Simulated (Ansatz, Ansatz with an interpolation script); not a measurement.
An input for Ansatz 0.2.0 (ThGeO4 (I4_1/amd)):

```yaml
crystal:
  lattice:
    - [-3.615, 3.615, 3.2695]
    - [3.615, -3.615, 3.2695]
    - [3.615, 3.615, -3.2695]
  atoms:
    - { symbol: Th, position: [0.0, 0.0, 0.0] }
    - { symbol: Th, position: [0.75, 0.25, 0.5] }
    - { symbol: Ge, position: [0.5, 0.5, 0.0] }
    - { symbol: Ge, position: [0.25, 0.75, 0.5] }
    - { symbol: O, position: [0.5017, 0.3214, 0.1803] }
    - { symbol: O, position: [0.0714, 0.3911, 0.3197] }
    - { symbol: O, position: [0.1411, 0.3214, 0.8197] }
    - { symbol: O, position: [0.0714, 0.7517, 0.6803] }
    - { symbol: O, position: [0.2483, 0.9286, 0.3197] }
    - { symbol: O, position: [0.6786, 0.4983, 0.8197] }
    - { symbol: O, position: [0.6089, 0.9286, 0.6803] }
    - { symbol: O, position: [0.6786, 0.8589, 0.1803] }
kpoints:
  mp_grid: { grid: [4, 4, 4] }
hamiltonian:
  xc: lda
  pseudopotentials: { kind: paw, azcp: { folder: soft_1 }, xc_functional: pbe }
scf:
  occupations: { method: fixed }
gw:
  n_empty_bands: 712
  ecut_chi: 150.0
  qp_bands: [v22, c1]
  screening: { model: contour_deformation }
```

```sh
ansatz run input.yaml --threads 8 --pin off --max-ram 18432MiB --backend cpu --events-out ev --progress --plain --runs-dir out
```

Q: Estimate wall time and host memory on 8 threads of INTEL XEON PLATINUM 8581C at 2.10GHz (Emerald Rapids), shared host.

It took 15 min; on shared hardware allow 7.3 min to 29 min. Peak host memory was 6.9 GiB. The sizes that set the cost: 3291 plane waves a state, 13 irreducible k points, 762 bands summed, 711 plane waves in the screening and 10 SCF cycles.

The screening grows as filled bands × empty bands × pairs of k points, times the square of the screening basis for the matrix.

[Paths, hosts, dates, memory and timing lines, banners, echoed tables and standing remarks are left out of the program output.]

[Logs are printed without paths, hosts, clocks, repeated set-up lines and the standing remarks that a program may print on its own settings, such as how far it seeks lower states.]

[Runs of the session that timed out or met a known fault of the program may be left out.]

[Hosts, paths, dates, database ids (printed as entryN), source tags and the programs' standing remarks are cut or masked in the printed files.]
